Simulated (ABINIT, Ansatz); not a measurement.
Planning a run of ABINIT 10.8.3 on CaAlSiH (P3m1). The input:

```
acell 3*1.0 Angstrom
rprim 
  4.143280229474 0.000000000031 0.000000000000
  -2.071640114764 3.588185933707 0.000000000000
  0.000000000000 0.000000000000 4.698226000000
ntypat 4
znucl 20 13 14 1
natom 4
typat 1 2 3 4
xred 
  0.000000000000 0.000000000000 0.999921000000
  0.666666666667 0.333333333333 0.457112000000
  0.333333333333 0.666666666667 0.565892000000
  0.666666666667 0.333333333333 0.083775000000
pp_dirpath "pseudos"
pseudos "Ca.upf, Al.upf, Si.upf, H.upf"
ecut 32
ngkpt 6 6 4
nshiftk 1
shiftk 0.11 0.21 0.31
kptopt 3
chksymbreak 0
istwfk *1
occopt 1
irdwfk 1
optdriver 99
bs_calctype 1
mbpt_sciss 0.598 eV
bs_loband 6
nband 17
bs_exchange_term 1
bs_coulomb_term 21
bs_coupling 0
bs_algorithm 2
bs_freq_mesh 0 8 0.05 eV
zcut 0.15 eV
ecuteps 3
ecutwfn 16
inclvkb 2
mdf_epsinf 14.7
irdden 1
bs_haydock_niter 300
bs_haydock_tol -0.02 0
indata_prefix "in"
outdata_prefix "out"
tmpdata_prefix "tmp"
```

```sh
OMP_NUM_THREADS=1 mpirun -n 4 abinit run.abi > log
```

Question: How long will it take on 4 MPI ranks of Arm Neoverse V1, shared host, and how much memory?

It took 6 min; on shared hardware allow 3 min to 12 min. Peak host memory was 1.5 GiB.

The kernel grows as the square of the matrix size, and full diagonalisation as its cube.

[Paths, hosts, dates, memory and timing lines, banners, echoed tables and standing remarks are left out of the program output.]

[Logs are printed without paths, hosts, clocks, repeated set-up lines and the standing remarks that a program may print on its own settings, such as how far it seeks lower states.]

[Runs of the session that timed out or met a known fault of the program may be left out.]

[Hosts, paths, dates, database ids (printed as entryN), source tags and the programs' standing remarks are cut or masked in the printed files.]

[G0W0 gaps are taken among the corrected bands and points alone; a level outside them can change the order at an edge.]

[Where Ansatz stands beside ABINIT at settings called matched, ABINIT's density can come from a denser mesh and the files from another edition; pairs whose starting gaps differed by over 0.03 eV were left out, so agreement reads better than it is.]
